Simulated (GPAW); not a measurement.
**Core-hole calculation of the Se K edge in CuSe (P4/nmm)**

Aim: the dependence of the Se K near-edge features of CuSe (P4/nmm) on volume.

Method: X-ray absorption from dipole matrix elements to empty bands, plane-wave PAW LDA, in GPAW 26.7.0.

This is a report of a sequence of runs, with most program output left out.

### 1. The starting structure

It takes space group P4/nmm (No. 129, tetragonal). Conventional cell: a = 3.775 Å, b = 3.775 Å, c = 5.438 Å, α = 90.00°, β = 90.00°, γ = 90.00°. Nearest to Se lie 4 Cu at 2.41 Å. Cu has 4 Se at 2.41 Å and 4 Cu at 2.67 Å nearest. Farther neighbours and most contacts between anions are not listed.

As a file:

```xyz
4
Lattice="3.7746 0.0000 0.0000 0.0000 3.7746 0.0000 0.0000 0.0000 5.4383" Properties=species:S:1:pos:R:3 pbc="T T T"
Se    0.0000    1.8873    1.5064
Se    1.8873    0.0000    3.9319
Cu    1.8873    1.8873    0.0000
Cu    0.0000    0.0000    0.0000
```

### 2. Ground state of the crystal

A plain self-consistent run shows whether there is a gap, which decides the set-up of the core-hole run.

File scf.py:

```python
import numpy as np
from ase import Atoms
from ase.parallel import parprint, paropen
from gpaw import GPAW, PW, FermiDirac, Mixer, MixerDif, setup_paths
from gpaw.test import gen
setup_paths.insert(0, '.')
gen('Se', name='nch1s', xcname='LDA', corehole=(1, 0, 0), write_xml=True)
from gpaw.mpi import world
world.barrier()

atoms = Atoms('Se2Cu2',
    cell=[[3.77457995, 0, 0],
     [0, 3.77457995, 0],
     [0, 0, 5.43834287]],
    scaled_positions=[[0, 0.5, 0.27700358],
     [0.5, 0, 0.72299642],
     [0.5, 0.5, 0],
     [0, 0, 0]],
    pbc=True)
atoms.calc = calc = GPAW(legacy_gpaw=True, mode=PW(430, force_complex_dtype=True), xc='LDA', setups={0: 'nch1s'},
    kpts={'size': (7, 7, 5), 'gamma': True}, occupations=FermiDirac(0.05),
    charge=0, mixer=Mixer(0.1, 5, 50), maxiter=150,
    convergence={'density': 0.0001, 'eigenstates': 1e-6}, txt='scf.txt')
energy = atoms.get_potential_energy() + calc.get_reference_energy()
ef = calc.get_fermi_level()
out = dict(energy=energy, fermi=ef, forces=atoms.get_forces().tolist())
parprint(f'all-electron energy {energy:.4f} eV, Fermi level {ef:.4f} eV')
ev = np.array([[calc.get_eigenvalues(k, s) for k in range(len(calc.get_ibz_k_points()))] for s in range(calc.get_number_of_spins())])
out['homo'], out['lumo'], out['counts'] = ev[ev < ef].max(), ev[ev > ef].min(), sorted(set((ev < ef).sum((0, 2)).tolist()))
out['filled'] = (ev[:, 0] < ef).sum(1).tolist()
import json
with paropen('out.json', 'w') as f:
    json.dump(out, f)
```

Command:

```sh
> OMP_NUM_THREADS=1 mpirun -n 4 gpaw python scf.py
```

Wall time 9.2 s (4 MPI ranks of Arm Neoverse V2, shared host); peak memory 0.18 GiB; 36 s of CPU time.

The mesh shows no gap, so the system is treated as a metal and the core electron is put at the Fermi level (neutral cell).

### 3. Reference energy of the supercell

The photon energy needs a difference of total energies, so the cell and mesh of the coming hole run are first run without a hole.

scf.py: that of step 2 with these lines changed.

```diff
@@ -10,13 +10,25 @@
 
-atoms = Atoms('Se2Cu2',
-    cell=[[3.77457995, 0, 0],
-     [0, 3.77457995, 0],
-     [0, 0, 5.43834287]],
-    scaled_positions=[[0, 0.5, 0.27700358],
-     [0.5, 0, 0.72299642],
-     [0.5, 0.5, 0],
-     [0, 0, 0]],
+atoms = Atoms('Se8Cu8',
+    cell=[[0, 7.5491599, 0],
+     [-7.5491599, 0, 0],
+     [3.77457995, 3.77457995, 5.43834287]],
+    scaled_positions=[[0.11149821, 0.13850179, 0.27700358],
+     [0.11149821, 0.63850179, 0.27700358],
+     [0.61149821, 0.13850179, 0.27700358],
+     [0.61149821, 0.63850179, 0.27700358],
+     [0.63850179, 0.11149821, 0.72299642],
+     [0.63850179, 0.61149821, 0.72299642],
+     [0.13850179, 0.11149821, 0.72299642],
+     [0.13850179, 0.61149821, 0.72299642],
+     [0.25, 0.75, 0],
+     [0.25, 0.25, 0],
+     [0.75, 0.75, 0],
+     [0.75, 0.25, 0],
+     [0, 0, 0],
+     [0, 0.5, 0],
+     [0.5, 0, 0],
+     [0.5, 0.5, 0]],
     pbc=True)
 atoms.calc = calc = GPAW(legacy_gpaw=True, mode=PW(430, force_complex_dtype=True), xc='LDA', setups={0: 'nch1s'},
-    kpts={'size': (7, 7, 5), 'gamma': True}, occupations=FermiDirac(0.05),
+    kpts={'size': (3, 3, 3), 'gamma': True}, occupations=FermiDirac(0.1),
     charge=0, mixer=Mixer(0.1, 5, 50), maxiter=150,
```

The job ended after 46 s (4 MPI ranks; peak memory 0.29 GiB; 3 min of CPU time).

Reference energy: -887817.066 eV with the cores included.

### 4. Spectrum with XCH, Se atom 1

The holes are 7.5 Å apart. In GPAW the data set carries the hole's charge, so charge=0 means a charged cell and charge=-1 a neutral one. The excited electron is kept in the cell, where it fills the lowest empty states and screens the hole. After the field has converged, empty bands are computed with the density fixed and the dipole matrix elements are summed.

The absorber has 4 Cu at 2.41 Å (4-fold, site symmetry 4mm).

File xas.py:

```python
import numpy as np
from ase import Atoms
from ase.parallel import parprint, paropen
from gpaw import GPAW, PW, FermiDirac, Mixer, MixerDif, setup_paths
from gpaw.test import gen
setup_paths.insert(0, '.')
gen('Se', name='fch1s', xcname='LDA', corehole=(1, 0, 1), write_xml=True)
from gpaw.mpi import world
world.barrier()

atoms = Atoms('Se8Cu8',
    cell=[[0, 7.5491599, 0],
     [-7.5491599, 0, 0],
     [3.77457995, 3.77457995, 5.43834287]],
    scaled_positions=[[0.11149821, 0.13850179, 0.27700358],
     [0.11149821, 0.63850179, 0.27700358],
     [0.61149821, 0.13850179, 0.27700358],
     [0.61149821, 0.63850179, 0.27700358],
     [0.63850179, 0.11149821, 0.72299642],
     [0.63850179, 0.61149821, 0.72299642],
     [0.13850179, 0.11149821, 0.72299642],
     [0.13850179, 0.61149821, 0.72299642],
     [0.25, 0.75, 0],
     [0.25, 0.25, 0],
     [0.75, 0.75, 0],
     [0.75, 0.25, 0],
     [0, 0, 0],
     [0, 0.5, 0],
     [0.5, 0, 0],
     [0.5, 0.5, 0]],
    pbc=True)
atoms.calc = calc = GPAW(legacy_gpaw=True, mode=PW(430, force_complex_dtype=True), xc='LDA', setups={0: 'fch1s'},
    kpts={'size': (3, 3, 3), 'gamma': True}, occupations=FermiDirac(0.1),
    charge=-1, mixer=Mixer(0.1, 5, 50), maxiter=150,
    convergence={'density': 0.0001, 'eigenstates': 1e-6}, txt='scf.txt')
energy = atoms.get_potential_energy() + calc.get_reference_energy()
ef = calc.get_fermi_level()
out = dict(energy=energy, fermi=ef, forces=atoms.get_forces().tolist())
parprint(f'all-electron energy {energy:.4f} eV, Fermi level {ef:.4f} eV')
ev = np.array([[calc.get_eigenvalues(k, s) for k in range(len(calc.get_ibz_k_points()))] for s in range(calc.get_number_of_spins())])
out['homo'], out['lumo'], out['counts'] = ev[ev < ef].max(), ev[ev > ef].min(), sorted(set((ev < ef).sum((0, 2)).tolist()))
out['filled'] = (ev[:, 0] < ef).sum(1).tolist()

from ase.units import Ha
from gpaw.xas import dipole_matrix_elements
nb = int(calc.get_number_of_electrons() / 2) + 187
top, nb = nb, nb + 8 + nb // 12
nscf = calc.fixed_density(kpts={'size': (3, 3, 3), 'gamma': True}, nbands=nb,
    convergence={'bands': top, 'eigenstates': 5e-3}, maxiter=60, txt='nscf.txt')
cell = atoms.cell.array
ops = [cell.T @ U.T @ np.linalg.inv(cell.T) for U in nscf.wfs.kd.symmetry.op_scc]
E = np.arange(-6, 34, 0.1)
fwhm = np.interp(E, [4, 25], [2.33, 3.5])
Y, X, zero, highest = 0, 0, 1e9, 1e9
for spin in range(nscf.get_number_of_spins()):
    wfs = nscf.wfs
    mine = wfs.bd.get_slice()  # this rank's bands
    A = dipole_matrix_elements(wfs.setups[0])
    eps = np.zeros((wfs.kd.nibzkpts, nb))
    d = np.zeros((3, A.shape[1], wfs.kd.nibzkpts, nb), complex)
    for kpt in wfs.kpt_u:
        if kpt.s == spin and 0 in kpt.P_ani:
            eps[kpt.k, mine] = kpt.eps_n * Ha
            d[:, :, kpt.k, mine] = (kpt.weight * wfs.nspins / 2) ** 0.5 * np.inner(A, kpt.P_ani[0])
    world.sum(eps)
    world.sum(d)
    T = np.einsum('amkn,bmkn->abkn', d, d.conj()).real
    T = sum(np.einsum('ai,ijkn,bj->abkn', R, T, R) for R in ops) / len(ops)
    empty = eps > ef
    zero, highest = min(zero, eps[empty].min()), min(highest, eps[:, top - 1].min())
    lines = [(eps, T, empty)] if spin == 0 else lines + [(eps, T, empty)]
for eps, T, empty in lines:
    f = np.einsum('aakn->akn', T).reshape(3, -1)
    x = eps.ravel() - zero
    w = np.interp(x, E, fwhm) / 2.35482
    g = np.exp(-0.5 * ((E[:, None] - x) / w) ** 2) / (w * (2 * np.pi) ** 0.5)
    Y = Y + (f * empty.ravel()) @ g.T
    X = X + (f * ~empty.ravel()) @ g.T
out.update(E=E.round(2).tolist(), xas=Y.tolist(), xes=X.tolist(), zero=zero, valid=highest - zero, nk=len(eps), nb=nb)
for i in range(0, len(E), 10):
    parprint(f'{E[i]:7.2f}', *(f'{v:10.3e}' for v in Y[:, i]))
import json
with paropen('out.json', 'w') as f:
    json.dump(out, f)
```

Command:

```sh
> OMP_NUM_THREADS=1 mpirun -n 4 gpaw python xas.py
```

It took 2.9 min on 4 MPI ranks; peak memory 0.44 GiB.

The Se K spectrum, Se atom 1, excited-electron core hole (neutral cell) (energy from the lowest empty level; intensity scaled to a mean of 1 over the first 20 eV; polarised curves are means over the symmetry-equivalent atoms):

```
E (eV)  isotropic  ε ⊥ c  ε ∥ c
  -2.0       0.02   0.03   0.01
  -1.4       0.08   0.10   0.05
  -0.8       0.19   0.23   0.11
  -0.2       0.33   0.40   0.17
   0.4       0.40   0.49   0.21
   1.0       0.35   0.43   0.21
   1.6       0.27   0.29   0.24
   2.2       0.30   0.22   0.44
   2.8       0.53   0.35   0.89
   3.4       0.96   0.69   1.49
   4.0       1.44   1.17   1.97
   4.6       1.76   1.62   2.05
   5.2       1.77   1.79   1.73
   5.8       1.51   1.63   1.25
   6.4       1.17   1.31   0.88
   7.0       0.94   1.06   0.71
   7.6       0.91   0.99   0.74
   8.2       1.02   1.08   0.90
   8.8       1.19   1.24   1.10
   9.4       1.31   1.34   1.26
  10.0       1.33   1.33   1.31
  10.6       1.27   1.26   1.29
  11.2       1.19   1.16   1.24
  11.8       1.13   1.09   1.21
  12.4       1.08   1.04   1.17
  13.0       1.03   0.99   1.11
  13.6       0.97   0.94   1.03
  14.2       0.89   0.88   0.92
  14.8       0.82   0.82   0.82
  15.4       0.76   0.77   0.75
  16.0       0.73   0.73   0.73
  16.6       0.75   0.74   0.76
  17.2       0.82   0.81   0.83
  17.8       0.94   0.94   0.94
  18.4       1.08   1.08   1.06
  19.0       1.18   1.20   1.16
  19.6       1.21   1.22   1.19
  20.2       1.14   1.14   1.13
  20.8       1.00   0.99   1.01
  21.4       0.85   0.84   0.87
  22.0       0.74   0.73   0.77
  22.6       0.71   0.70   0.73
  23.2       0.76   0.75   0.77
  23.8       0.85   0.85   0.85
  24.4       0.94   0.95   0.94
  25.0       1.00   1.01   0.99
  25.6       1.01   1.02   0.99
  26.2       0.96   0.97   0.94
  26.8       0.89   0.90   0.88
  27.4       0.83   0.83   0.82
  28.0       0.80   0.79   0.82
  28.6       0.82   0.80   0.86
  29.2       0.89   0.86   0.94
  29.8       0.99   0.96   1.04
  30.4       1.09   1.07   1.14
  31.0       1.18   1.17   1.21
  31.6       1.22   1.22   1.22
```

Main maxima below 30 eV (height): 0.4 eV (0.40), 5.0 eV (1.80), 9.8 eV (1.33), 19.4 eV (1.21) and 25.4 eV (1.01). A K edge sees empty p states on the absorber.

The energy difference (zero at 12670 eV) isn't read as a photon energy: for so heavy an absorber the terms left out (the hole's spin, the functional's error) amount to tens of eV or more.

### 5. Supercell without a hole, the energy reference

The cell changes for the next run, so it gets a reference energy of its own.

The cell differs from the one that the last finished run ended in (a 7.549 → 7.316 Å, b 7.549 → 7.316 Å, c 7.620 → 7.385 Å).

scf.py: that of step 3 with these lines changed.

```diff
@@ -11,5 +11,5 @@
 atoms = Atoms('Se8Cu8',
-    cell=[[0, 7.5491599, 0],
-     [-7.5491599, 0, 0],
-     [3.77457995, 3.77457995, 5.43834287]],
+    cell=[[0, 7.31552932, 0],
+     [-7.31552932, 0, 0],
+     [3.65776466, 3.65776466, 5.27003762]],
     scaled_positions=[[0.11149821, 0.13850179, 0.27700358],
```

Command:

```sh
> OMP_NUM_THREADS=1 mpirun -n 4 gpaw python scf.py
```

Run time: 41 s. Hardware: 4 MPI ranks; peak memory 0.27 GiB.

Reference energy: -887817.143 eV with the cores included.

### 6. Spectrum with XCH, Se atom 1

Shorter bonds are expected to push antibonding states and scattering resonances up, and longer ones down; the cell is scaled to test that.

Changed against the first core-hole run: volume scale from 1 to 0.91.

xas.py: that of step 4 with these lines changed.

```diff
@@ -11,5 +11,5 @@
 atoms = Atoms('Se8Cu8',
-    cell=[[0, 7.5491599, 0],
-     [-7.5491599, 0, 0],
-     [3.77457995, 3.77457995, 5.43834287]],
+    cell=[[0, 7.31552932, 0],
+     [-7.31552932, 0, 0],
+     [3.65776466, 3.65776466, 5.27003762]],
     scaled_positions=[[0.11149821, 0.13850179, 0.27700358],
@@ -45,3 +45,3 @@
 from gpaw.xas import dipole_matrix_elements
-nb = int(calc.get_number_of_electrons() / 2) + 187
+nb = int(calc.get_number_of_electrons() / 2) + 170
 top, nb = nb, nb + 8 + nb // 12
```

Command:

```sh
> OMP_NUM_THREADS=1 mpirun -n 4 gpaw python xas.py
```

Run time: 2.3 min. Hardware: 4 MPI ranks; peak memory 0.39 GiB.

```
E (eV)  first run  this run
  -2.0       0.02      0.02
  -1.0       0.15      0.15
   0.0       0.36      0.38
   1.0       0.35      0.39
   2.0       0.27      0.24
   3.0       0.65      0.46
   4.0       1.44      1.18
   5.0       1.80      1.78
   6.0       1.39      1.63
   7.0       0.94      1.09
   8.0       0.97      0.95
   9.0       1.24      1.20
  10.0       1.33      1.38
  11.0       1.22      1.27
  12.0       1.11      1.12
  13.0       1.03      1.07
  14.0       0.92      1.05
  15.0       0.80      0.97
  16.0       0.73      0.85
  17.0       0.79      0.76
  18.0       0.99      0.79
  19.0       1.18      0.98
  20.0       1.17      1.20
  21.0       0.95      1.24
  22.0       0.74      1.01
  23.0       0.74      0.77
  24.0       0.88      0.71
  25.0       1.00      0.84
  26.0       0.98      1.00
  27.0       0.87      1.02
  28.0       0.80      0.91
  29.0       0.86      0.80
  30.0       1.02      0.78
  31.0       1.18      0.89
  32.0       1.22      1.09
```

The scaled spectrum changes by 14 % r.m.s. A shift of +0.4 eV leaves 9 %. The highest intensity below 24 eV goes from 5.0 eV (1.80) to 5.2 eV (1.82).

The photon energy of the zero moves by +0.18 eV.

### 7. Reference energy of the supercell

The cell differs from the one that the last finished run ended in (a 7.316 → 7.473 Å, b 7.316 → 7.473 Å, c 7.385 → 7.543 Å).

scf.py: that of step 5 with these lines changed.

```diff
@@ -11,5 +11,5 @@
 atoms = Atoms('Se8Cu8',
-    cell=[[0, 7.31552932, 0],
-     [-7.31552932, 0, 0],
-     [3.65776466, 3.65776466, 5.27003762]],
+    cell=[[0, 7.47290055, 0],
+     [-7.47290055, 0, 0],
+     [3.73645027, 3.73645027, 5.38340636]],
     scaled_positions=[[0.11149821, 0.13850179, 0.27700358],
```

Command:

```sh
> OMP_NUM_THREADS=1 mpirun -n 4 gpaw python scf.py
```

The job ended after 56 s (4 MPI ranks; peak memory 0.34 GiB; 3.7 min of CPU time).

Reference energy: -887817.255 eV with the cores included.

### 8. Spectrum with XCH, Se atom 1

Changed against the first core-hole run: volume scale from 1 to 0.97.

xas.py: that of step 6 with these lines changed.

```diff
@@ -11,5 +11,5 @@
 atoms = Atoms('Se8Cu8',
-    cell=[[0, 7.31552932, 0],
-     [-7.31552932, 0, 0],
-     [3.65776466, 3.65776466, 5.27003762]],
+    cell=[[0, 7.47290055, 0],
+     [-7.47290055, 0, 0],
+     [3.73645027, 3.73645027, 5.38340636]],
     scaled_positions=[[0.11149821, 0.13850179, 0.27700358],
@@ -45,3 +45,3 @@
 from gpaw.xas import dipole_matrix_elements
-nb = int(calc.get_number_of_electrons() / 2) + 170
+nb = int(calc.get_number_of_electrons() / 2) + 181
 top, nb = nb, nb + 8 + nb // 12
```

Command:

```sh
> OMP_NUM_THREADS=1 mpirun -n 4 gpaw python xas.py
```

The job ended after 3.6 min (4 MPI ranks; peak memory 0.57 GiB; 14 min of CPU time).

```
E (eV)  first run  this run
  -2.0       0.02      0.02
  -1.0       0.15      0.15
   0.0       0.36      0.37
   1.0       0.35      0.36
   2.0       0.27      0.26
   3.0       0.65      0.59
   4.0       1.44      1.36
   5.0       1.80      1.81
   6.0       1.39      1.47
   7.0       0.94      0.98
   8.0       0.97      0.96
   9.0       1.24      1.23
  10.0       1.33      1.34
  11.0       1.22      1.23
  12.0       1.11      1.12
  13.0       1.03      1.05
  14.0       0.92      0.97
  15.0       0.80      0.85
  16.0       0.73      0.75
  17.0       0.79      0.76
  18.0       0.99      0.91
  19.0       1.18      1.14
  20.0       1.17      1.22
  21.0       0.95      1.05
  22.0       0.74      0.80
  23.0       0.74      0.71
  24.0       0.88      0.82
  25.0       1.00      0.97
  26.0       0.98      1.01
  27.0       0.87      0.92
  28.0       0.80      0.81
  29.0       0.86      0.80
  30.0       1.02      0.93
  31.0       1.18      1.11
  32.0       1.22      1.23
```

The scaled spectrum changes by 5 % r.m.s. The highest intensity below 24 eV stays at 5.0 eV.

The photon energy of the zero moves by +0.06 eV.

### 9. Reference energy of the supercell

The cell differs from the one that the last finished run ended in (a 7.473 → 7.697 Å, b 7.473 → 7.697 Å, c 7.543 → 7.770 Å).

scf.py: that of step 7 with these lines changed.

```diff
@@ -11,5 +11,5 @@
 atoms = Atoms('Se8Cu8',
-    cell=[[0, 7.47290055, 0],
-     [-7.47290055, 0, 0],
-     [3.73645027, 3.73645027, 5.38340636]],
+    cell=[[0, 7.69722023, 0],
+     [-7.69722023, 0, 0],
+     [3.84861012, 3.84861012, 5.54500412]],
     scaled_positions=[[0.11149821, 0.13850179, 0.27700358],
```

Command:

```sh
> OMP_NUM_THREADS=1 mpirun -n 4 gpaw python scf.py
```

It took 65 s on 4 MPI ranks; peak memory 0.36 GiB; 4.3 min of CPU time.

Reference energy: -887816.324 eV with the cores included.

(Continued in part 2 of 2.)

[Logs are printed without paths, hosts, clocks, repeated set-up lines and the standing remarks that a program may print on its own settings, such as how far it seeks lower states.]

[Hosts, paths, dates, database ids (printed as entryN), source tags and the programs' standing remarks are cut or masked in the printed files.]

[Lists of maxima count a maximum above −3 eV only where it reaches 4 % of the highest in the window and stands out from its surroundings by 2 % of it (1.5 % where it reaches 55 %); shoulders and weaker maxima are passed over, and of the rest the first, up to two pre-edge ones and the few strongest are named.]
